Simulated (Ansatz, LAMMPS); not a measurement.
## Amorphous 63SiO2-37Rb2O (mol %) (105 atoms): a short ab initio trajectory

Aim: follow amorphous 63SiO2-37Rb2O (mol %) (105 atoms) for a short time with forces from DFT, then look at structure and electrons in the last frame.

Main program and level: Ansatz 0.2.0; Kohn-Sham DFT, LDA, PAW (set soft_2), plane waves.

### Step 1. The starting structure

The cell holds 105 atoms: 22 Si, 26 Rb and 57 O. Cell: a = 12.147 Å, b = 12.147 Å, c = 12.147 Å, α = 90.0°, β = 90.0°, γ = 90.0°. 105 atoms (22 Si, 26 K, 57 O) placed at random at 2.46 g/cm³, melted at 5000 K for 10 ps at fixed volume with the Morse and Coulomb pair potential with partial charges (Pedone, Malavasi, Menziani, Cormack and Segre, J. Phys. Chem. B 110, 11780 (2006)). Quenched from 5000 K to 300 K at 30 K/ps and fixed volume, held 10 ps at zero pressure, then minimised at fixed cell. Then K was replaced by Rb and the cell scaled by 1.013 (the potential has no terms for the new elements, so the cell is a start for a DFT relaxation).

Before any run, some limits are plain. The quench rate of 30 K/ps is many orders above laboratory rates, so the cell is likely richer in defects and strain than a real sample. The starting topology of bonds comes from the classical model. Sampling is at Γ alone, for a cell whose shortest periodic width is 12 Å.

### Step 2. Single point at the start

The forces at the start show how far the geometry lies from a minimum of this functional.

input.yaml

```yaml
crystal:
  lattice:
    - [12.14687, 0.0, 0.0]
    - [0.0, 12.14687, 0.0]
    - [0.0, 0.0, 12.14687]
  atoms:
    - { symbol: Si, position: [0.27795, 0.40779, 0.20853] }
    - { symbol: Si, position: [0.13676, 0.67068, 0.83889] }
    - { symbol: Si, position: [0.72887, 0.09216, 0.7175] }
    - { symbol: Si, position: [0.83023, 0.00043, 0.92926] }
    [... 95 atom lines left out ...]
    - { symbol: O, position: [0.60739, 0.6353, 0.73251] }
    - { symbol: O, position: [0.70918, 0.94335, 0.44136] }
    - { symbol: O, position: [0.69761, 0.97552, 0.65483] }
    - { symbol: O, position: [0.76108, 0.56235, 0.5927] }
    - { symbol: O, position: [0.86779, 0.88821, 0.857] }
    - { symbol: O, position: [0.73497, 0.06166, 0.85267] }
kpoints:
  mp_grid: { grid: [1, 1, 1] }
hamiltonian:
  xc: lda
scf:
  occupations: { method: fermi_dirac, width: 0.05 }
output:
  forces: true
```

Run with:

```sh
ansatz run input.yaml --threads 4 --pin off --max-ram 8192MiB --backend cpu --events-out ev --progress --plain --runs-dir out
```

Wall time 18 s (4 threads of Arm Neoverse V2, shared host); peak memory 2.2 GiB; 69 s of CPU time.

The run gave:

- free energy: -127589.6349 eV
- free energy per atom: -1215.1394 eV/atom
- SCF cycles: 10
- r.m.s. force component: 0.5345 eV/Å
- longest force: 1.968 eV/Å
- Fermi energy: 5.87 eV

The r.m.s. force component of 0.53 eV/Å sets the starting point.

Neighbours are counted within 3.48 Å (O-Rb), 2.08 Å (O-Si).

Length of the force by element and coordination:

```
element  coordination  atoms  mean length of the force (eV/Å)  spread  least   most
      O           all     57                            0.597   0.218  0.105  0.997
      O             2      3                            0.411  0.0911  0.310  0.531
      O             3     17                            0.479   0.227  0.105  0.907
      O             4     18                            0.597   0.178  0.314  0.975
      O             5     12                            0.767  0.0845  0.652  0.938
      O             6      7                            0.675   0.244  0.303  0.997
     Rb           all     26                            0.847   0.396  0.113   1.84
     Rb             2      1                            0.604       0  0.604  0.604
     Rb             4      4                            0.932   0.546  0.425   1.84
     Rb             5      7                            0.769   0.245  0.599   1.35
     Rb             6     10                            0.888   0.444  0.113   1.54
     Rb             7      2                            0.956  0.0259  0.930  0.981
     Rb             8      2                            0.763   0.386  0.378   1.15
     Si           all     22                             1.35   0.418  0.251   1.97
```

### Step 3. Dynamics at 400 K

A Langevin thermostat couples each atom to a heat bath, at the price of damped dynamics. The time step is 1.0 fs.

Edit input.yaml of step 2 so:

```diff
@@ -15 +15,8 @@
   forces: true
+md:
+  timestep: 1.0
+  n_steps: 172
+  ensemble: nvt_langevin
+  temperature: 400
+  initial_velocities: maxwell_boltzmann
+  seed: 3022
```

The job ended after 34 min (4 threads; peak memory 2.5 GiB; 2.2 h of CPU time).

The program notes that it switched symmetry off.

Rows from the run:

```
time (fs)  T (K)  potential (meV/atom)
      0.0    396                   0.0
     11.0    288                  14.3
     23.0    314                  16.9
     34.0    386                  12.2
     46.0    421                   8.6
     57.0    384                   8.7
     69.0    380                   7.8
     80.0    411                   7.2
     92.0    413                   7.3
    103.0    411                   9.3
    115.0    439                   7.8
    126.0    404                  13.1
    138.0    406                   9.3
    149.0    412                   8.6
    161.0    396                  11.0
    172.0    410                  10.4
```

Mean square displacement from the first frame to the last: Si 0.075 Å², Rb 0.16 Å², O 0.13 Å².

Table of mean square displacement by time lag:

```
time lag (fs)   O (Å²)  Rb (Å²)  Si (Å²)
          1.0   5.4e-5   1.4e-5   3.3e-5
          4.0   8.5e-4   2.3e-4   5.2e-4
          8.0  0.00320   9.1e-4  0.00193
         11.0  0.00570  0.00170  0.00341
         15.0  0.00966  0.00312  0.00566
         18.0   0.0129  0.00446  0.00738
         22.0   0.0173  0.00658  0.00957
         25.0   0.0207  0.00841   0.0111
         29.0   0.0252   0.0112   0.0129
         32.0   0.0287   0.0135   0.0141
         36.0   0.0333   0.0168   0.0157
         39.0   0.0367   0.0195   0.0168
         43.0   0.0412   0.0233   0.0183
         47.0   0.0453   0.0274   0.0197
         50.0   0.0482   0.0306   0.0207
         54.0   0.0518   0.0350   0.0222
         57.0   0.0544   0.0385   0.0233
         61.0   0.0577   0.0432   0.0250
         64.0   0.0603   0.0468   0.0265
         68.0   0.0639   0.0518   0.0286
         71.0   0.0667   0.0556   0.0302
         75.0   0.0705   0.0608   0.0325
         78.0   0.0734   0.0647   0.0343
         82.0   0.0772   0.0701   0.0365
         86.0   0.0811   0.0754   0.0386
```

Over the second half of 172 fs the temperature averages 415 K with swings of 18 K r.m.s. From first frame to last Rb has the largest mean square displacement, 0.16 Å² at the end; the farthest move is 0.79 Å. The count of bonds goes from 242 in the first frame to 253 in the last, by one set of cutoffs: 13 pairs passed out of them and 24 came within. The run spans 0.17 ps, too short for its means to be equilibrium values.

### Step 4. Local order late in the run

The g(r) is a mean over the second half; what follows it is taken at the last frame.

Bonds before and after, by the cutoffs listed below:

```
pair  bonds before  bonds after  mean before (Å)  mean after (Å)  spread before (Å)  spread after (Å)
O-Rb           154          165            2.943           2.971              0.272             0.322
O-Si            88           88            1.633           1.640              0.040             0.049
```

Density 3.48 g/cm³, 17.07 Å³ an atom.

Mean of 14 frames. Pair distribution functions g(r), in bins of 0.2 Å:

```
r (Å)  total   O-O  O-Rb   O-Si  Rb-Rb  Rb-Si  Si-Si
 1.40   0.02  0.00  0.00   0.07   0.00   0.00   0.00
 1.60   3.82  0.00  0.00  16.78   0.00   0.00   0.00
 1.80   0.43  0.00  0.00   1.90   0.00   0.00   0.00
 2.00   0.00  0.00  0.00   0.00   0.00   0.00   0.00
 2.20   0.00  0.00  0.00   0.00   0.00   0.00   0.00
 2.40   0.24  0.32  0.53   0.00   0.00   0.00   0.00
 2.60   2.12  5.25  2.13   0.00   0.00   0.00   0.00
 2.80   1.49  2.66  2.61   0.00   0.00   0.02   0.00
 3.00   0.76  0.13  1.84   0.01   0.33   0.45   3.53
 3.20   0.88  0.30  0.90   0.19   1.70   1.59   5.31
 3.40   0.95  0.60  0.83   0.58   2.42   2.40   0.45
 3.60   0.96  0.54  0.56   1.40   1.58   2.24   0.11
 3.80   1.10  0.63  0.71   1.80   1.50   2.11   0.12
 4.00   1.14  0.88  0.91   1.71   1.61   1.29   0.16
 4.20   1.18  0.95  0.82   2.06   1.10   1.12   0.60
 4.40   1.00  1.00  1.08   0.89   0.55   1.09   1.47
 4.60   0.82  0.98  1.03   0.53   0.51   0.65   0.86
 4.80   0.98  1.38  1.03   0.63   1.09   0.42   1.00
 5.00   1.17  1.52  1.26   0.83   0.88   0.82   1.18
 5.20   1.02  1.20  1.07   0.85   1.21   0.59   1.04
 5.40   0.89  0.98  0.92   0.89   0.82   0.72   0.67
 5.60   0.92  0.81  0.95   1.02   0.81   0.84   1.32
 5.80   0.88  0.78  0.93   0.97   0.69   0.90   0.95
 6.00   1.05  0.86  1.14   1.23   0.96   1.01   0.99
```

Bonds by pair of elements; cutoffs follow the first minimum of g(r), held within bounds set by covalent radii, and pairs that aren't listed don't count as bonded:

```
pair A-B  cutoff (Å)  bonds  mean length (Å)  spread (Å)  shortest (Å)  B about A  A about B
    O-Rb        3.62    165             2.97       0.322          2.40       2.90       6.35
    O-Si        2.12     88             1.64       0.049          1.53       1.54          4
```

How many atoms have how many bonded neighbours:

```
element  mean   3   4   5  6  7  8  9
      O  4.44  10  22  16  8  1  0  0
     Rb  6.35   0   1   6  9  5  3  2
     Si     4   0  22   0  0  0  0  0
```

Bond angles (no mean is given where the spread exceeds 20°):

```
  angle  count  mean (°)  spread (°)
Rb-O-Si    226         -           -
Rb-O-Rb    206         -           -
 O-Si-O    132       109         5.9
Si-O-Si     31       144        12.3
```

Oxygen atoms by the number of network formers (Si, P, Ge, B, Al, As, Ga) bound to them:

```
network formers bound to O  O atoms  per cent
                         0        0         0
                         1       26      45.6
                         2       31      54.4
```

Network units: each former by its oxygen neighbours and how many of them bridge to another former:

```
former  O neighbours  bridging O  atoms
    Si             4           2      7
    Si             4           3     12
    Si             4           4      3
```

Bond length by coordination (bonds to H left out):

```
element  coordination  atoms  mean bond length (Å)
      O             3     10                  2.06
      O             4     22                  2.43
      O             5     16                  2.58
      O             6      8                  2.75
      O             7      1                  2.83
     Rb             4      1                  2.91
     Rb             5      6                  2.94
     Rb             6      9                  2.92
     Rb             7      5                  2.95
     Rb             8      3                  3.02
     Rb             9      2                  3.16
```

For some of the pairs, g(r) has its first main peak near 2.7 Å (O-O), 2.7 Å (O-Rb), 1.6 Å (O-Si), 3.4 Å (Rb-Rb) and 3.1 Å (Si-Si). Counting bonds as in the table, 39 % of O atoms have 4, 35 % of Rb atoms have 6 and all Si atoms have 4 bonded neighbours. 54 % of the oxygens bridge two formers (Si) and 46 % are non-bridging. The commonest Si unit has 4 oxygens, 3 of them shared with other formers (12 of 22 atoms).

### Step 5. Single point at the last frame

The last frame is solved again with fuller output, to read the electronic structure of a thermally displaced geometry.

input.yaml

```yaml
crystal:
  lattice:
    - [12.14687, 0.0, 0.0]
    - [0.0, 12.14687, 0.0]
    - [0.0, 0.0, 12.14687]
  atoms:
    - { symbol: Si, position: [0.29188, 0.42565, 0.20773] }
    - { symbol: Si, position: [0.15171, 0.66021, 0.86102] }
    - { symbol: Si, position: [0.71955, 0.09719, 0.73312] }
    - { symbol: Si, position: [0.84355, 0.9882, 0.92986] }
    [... 95 atom lines left out ...]
    - { symbol: O, position: [0.61427, 0.64162, 0.71376] }
    - { symbol: O, position: [0.72011, 0.95369, 0.45038] }
    - { symbol: O, position: [0.70963, 0.97115, 0.67682] }
    - { symbol: O, position: [0.77872, 0.57904, 0.57298] }
    - { symbol: O, position: [0.88864, 0.88232, 0.85122] }
    - { symbol: O, position: [0.73872, 0.04906, 0.86651] }
kpoints:
  mp_grid: { grid: [1, 1, 1] }
hamiltonian:
  xc: lda
scf:
  occupations: { method: fermi_dirac, width: 0.05 }
output:
  forces: true
  stress: true
  populations: true
  dos:
    method: { smearing: { sigma: 0.08 } }
    de: 0.1
    projected: { site_lists: { O: [O], Rb: [Rb], Si: [Si] } }
  eigenvalues: true
  write_density: true
  write_potential: true
  volumetric_format: npy
```

Wall time 30 s (4 threads); peak memory 2.2 GiB.

Numbers from this run:

| Item | Value |
| --- | --- |
| free energy | -127588.5417 eV |
| free energy per atom | -1215.1290 eV/atom |
| SCF cycles | 10 |
| pressure | -0.783 GPa |
| r.m.s. force component | 0.852 eV/Å |
| longest force | 3.809 eV/Å |
| Fermi energy | 5.84 eV |
| gap (highest filled to lowest empty level) | 2.792 eV |
| spilling of the projection | 0.01131 |

Neighbours are counted within 3.62 Å (O-Rb), 2.12 Å (O-Si), the cutoffs taken from the dynamics.

Length of the force by element and coordination:

```
element  coordination  atoms  mean length of the force (eV/Å)  spread  least   most
      O           all     57                             1.29   0.694  0.261   3.25
      O             3     10                             1.71   0.890  0.479   3.25
      O             4     22                             1.34   0.497  0.676   3.02
      O             5     16                            0.983   0.665  0.261   2.87
      O             6      8                             1.28   0.672  0.270   2.60
      O             7      1                             1.00       0   1.00   1.00
     Rb           all     26                            0.563   0.250  0.261   1.33
     Rb             4      1                            0.672       0  0.672  0.672
     Rb             5      6                            0.594   0.247  0.274  0.935
     Rb             6      9                            0.627   0.314  0.261   1.33
     Rb             7      5                            0.560   0.132  0.407  0.791
     Rb             8      3                            0.430   0.165  0.282   0.66
     Rb             9      2                            0.339  0.0316  0.307  0.371
     Si           all     22                             1.97   0.697  0.738   3.81
```

Löwdin charges by element and coordination (they lack the spilled electrons, 0.072 e an atom on average):

```
element  coordination  atoms  mean charge (e)  spread   least    most
      O           all     57           -0.877  0.0885   -1.02  -0.765
      O             3     10           -0.788  0.0154  -0.821  -0.765
      O             4     22           -0.867  0.0821   -1.02  -0.786
      O             5     16           -0.900  0.0822  -0.987   -0.79
      O             6      8           -0.955  0.0608   -1.00  -0.797
      O             7      1            -1.02       0   -1.02   -1.02
     Rb           all     26            0.880  0.0072   0.865   0.892
     Rb             4      1            0.871       0   0.871   0.871
     Rb             5      6            0.880  0.0041   0.872   0.884
     Rb             6      9            0.882  0.0054   0.874   0.890
     Rb             7      5            0.879   0.011   0.865   0.892
     Rb             8      3            0.881  0.0071   0.876   0.892
     Rb             9      2            0.877   0.006   0.871   0.883
     Si           all     22             1.57  0.0519    1.49    1.68
```

States in the cell by windows of 1 eV, zero at the Fermi level; the larger projections on atomic orbitals stand beside the total:

```
from (eV)  to (eV)  total   O p  Si p  Rb s   O s  Rb p
      -18      -17   31.3   0.6   4.1   0.6  24.4   0.4
      -17      -16    1.8   0.0   0.3   0.0   1.4   0.0
      -16      -13    0.0   0.0   0.0   0.0   0.0   0.0
      -13      -12    7.2   0.1   0.0   0.0   0.0   7.0
      -12      -11   59.6   5.5   0.7   0.3   0.5  51.0
      -11      -10   95.6   8.6   1.2   0.4   1.0  82.6
      -10       -9   21.6   9.6   1.5   0.0   0.8   7.9
       -9       -8   19.6  14.2   3.3   0.0   0.5   0.6
       -8       -7   14.3  10.8   2.6   0.0   0.2   0.3
       -7       -6   22.2  17.3   2.3   0.1   1.3   0.5
       -6       -5   47.4  38.7   3.5   0.4   2.3   0.9
       -5       -4   63.0  54.7   2.7   0.7   1.9   1.1
       -4       -3   55.8  50.6   1.5   0.7   0.8   0.8
       -3       -2   66.6  61.0   1.9   0.6   0.4   1.0
       -2       -1   25.1  23.7   0.3   0.1   0.0   0.3
       -1        1    0.0   0.0   0.0   0.0   0.0   0.0
        1        2    2.0   0.0   0.0   1.5   0.3   0.0
        2        3    6.4   0.4   0.1   4.1   0.4   0.1
        3        4   22.9   1.5   1.7   9.0   1.4   0.3
        4        5   49.5   3.0   6.7   8.3   2.3   0.2
```

The curve was stored every 0.10 eV, coarse against its broadening of 0.08 eV, so these counts are rough.

Between -26 and -18 eV lie 81 more states.

The stored curve holds about 613 of the 664 electrons; the rest, give or take the few that broadening carries across the Fermi level, lie in deeper levels below its range.

The levels nearest the highest filled one (over half full), pooled over k-points and spins:

```
level less the highest filled one (eV)  occupation
                                -0.260           2
                                -0.249           2
                                -0.196           2
                               -0.0929           2
                               -0.0444           2
                                     0           2
                                  2.79           0
                                  3.77           0
                                  4.03           0
                                  4.15           0
                                  4.49           0
                                  4.70           0
```

Mean Löwdin charges: O -0.88, Rb +0.88, Si +1.57 e (they miss 1.1 % of the electrons, so they add up to more than the cell's charge). The largest share in the top eV of filled states is O p (96 % of the projected weight), and in the lowest eV of empty states Rb s (78 % of the projected weight).

### Step 6. Summary of results

```json
{"mean temperature, second half": "415.4 K", "temperature swing, second half": "17.61 K", "free energy per atom": "-1215.1290 eV/atom", "pressure": "-0.783 GPa", "r.m.s. force component": "0.852 eV/Å", "gap (highest filled to lowest empty level)": "2.792 eV", "wall time of the 3 DFT runs": "35 min"}
```

What this shows: Over the second half of 172 fs the temperature averages 415 K with swings of 18 K r.m.s. The count of bonds goes from 242 in the first frame to 253 in the last, by one set of cutoffs: 13 pairs passed out of them and 24 came within. The run spans 0.17 ps, too short for its means to be equilibrium values. Counting bonds as in the table, 39 % of O atoms have 4, 35 % of Rb atoms have 6 and all Si atoms have 4 bonded neighbours. 54 % of the oxygens bridge two formers (Si) and 46 % are non-bridging. The highest filled and lowest empty levels differ by 2.79 eV (at Γ alone); a local or semilocal functional tends to put such gaps too low. In a disordered cell it changes from sample to sample, and tail or defect levels can set it.

Caveats: The starting topology of bonds comes from the classical model; in DFT 13 of its 242 bonded pairs passed out of the cutoffs and 24 came within them. The pressure of a single frame lacks the kinetic term, about 0.34 GPa here.

[Logs are printed without paths, hosts, clocks, repeated set-up lines and the standing remarks that a program may print on its own settings, such as how far it seeks lower states.]

[Hosts, paths, dates, database ids (printed as entryN), source tags and the programs' standing remarks are cut or masked in the printed files.]
